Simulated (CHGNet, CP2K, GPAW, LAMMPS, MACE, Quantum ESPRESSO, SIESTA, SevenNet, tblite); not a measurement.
**A faulty GPAW run on glassy 63SiO2-22Al2O3-15ZnO (mol %) (89 atoms)**

Program: GPAW 26.7.0, a calculation on a cell of 17 Si, 12 Al, 4 Zn and 56 O, 12.6 Å³ an atom.

File run.py:

```python
import numpy as np
from ase.io import read
from gpaw import GPAW, FermiDirac

atoms = read("structure.xyz")
atoms.calc = GPAW(
    mode="lcao",
    basis="dzp",
    h=0.18,
    xc="PBE96",
    kpts={"size": (1, 1, 1), "gamma": True},
    occupations=FermiDirac(0.05),
    maxiter=60,
    symmetry={"point_group": False},
    txt="gpaw.txt",
)
energy = atoms.get_potential_energy(force_consistent=True)
forces = atoms.get_forces()
print(f"energy {energy:.6f} eV")
print("forces (eV/A)")
for i, (a, f) in enumerate(zip(atoms, forces)):
    print(f"{i:4d} {a.symbol:2s} {f[0]:10.5f} {f[1]:10.5f} {f[2]:10.5f}")
print(f"Fermi level {atoms.calc.get_fermi_level():.4f} eV")
for k in range(len(atoms.calc.get_ibz_k_points())):
    for s in range(atoms.calc.get_number_of_spins()):
        e = atoms.calc.get_eigenvalues(kpt=k, spin=s)
        n = np.searchsorted(e, atoms.calc.get_fermi_level())
        print(f"k {k} spin {s} levels about the Fermi level:", np.round(e[max(n - 6, 0):n], 4).tolist(), "|", np.round(e[n:n + 6], 4).tolist())
```

File structure.xyz:

```xyz
89
Lattice="10.38180 0.00000 0.00000 0.00000 10.38180 0.00000 0.00000 0.00000 10.38180" Properties=species:S:1:pos:R:3 pbc="T T T"
Si 3.69623 8.13622 7.21255
Si 9.95812 4.41320 8.95254
Si 10.30684 7.13105 5.01981
Si 7.26435 3.96907 0.05731
Si 4.79598 2.07190 6.70425
Si 5.92375 6.83569 5.40248
Si 3.47770 7.37419 1.56641
Si 9.06383 6.34214 2.25171
Si 8.22550 5.41162 6.61601
Si 3.62647 1.09507 9.55562
[... 75 atom lines left out ...]
O 8.31946 9.52447 3.04685
O 3.78905 4.32298 1.79418
O 6.71567 7.87605 4.47393
O 2.85697 9.06476 6.19015
```

On the command line:

```console
$ OMP_NUM_THREADS=1 python run.py > output.txt
```

Output:

```text
ValueError: not enough values to unpack (expected 2, got 1)
NameError: Unknown functional: PBE96.
```

gpaw.txt:

```text
Input parameters:
  mode=LCAO(),
  basis={'default': 'dzp'},
  h=0.18,
  kpts=MonkhorstPack(size=(1, 1, 1), gamma=True),
  maxiter=60,
  occupations=Occupations(name='fermi-dirac', width=0.05, fixmagmom=False),
  symmetry=Symmetry(point_group=False),
  xc=XC(name='PBE96')
timing:  # [seconds]
  Total: 0.026  # ━━━━━━━━━━━━━━━━━━━━━━━━━━━━━━━━━━━━━━━━━━━━━━━━━━━━━━━━━━━
  Init:  0.007  # ━━━━━━━━━━━━━━━━
```

Run time: 1.1 s. Hardware: 1 thread of Arm Neoverse V2, shared host; peak memory 0.1 GiB.

Banners, paths, timers and routine set-up lines are dropped from the logs unmarked, and long logs keep their key lines alone; longer cuts are marked.

Q: Find the fault and mend it.

An unknown functional: functional PBE96.

The program stopped at the start.

[Also dropped from logs without a mark: logging warnings of Python, and SIESTA's first energy breakdown and zero terms.]

[Logs are printed without paths, hosts, clocks, repeated set-up lines and the standing remarks that a program may print on its own settings, such as how far it seeks lower states.]

[Hosts, paths, dates, database ids (printed as entryN), source tags and the programs' standing remarks are cut or masked in the printed files.]
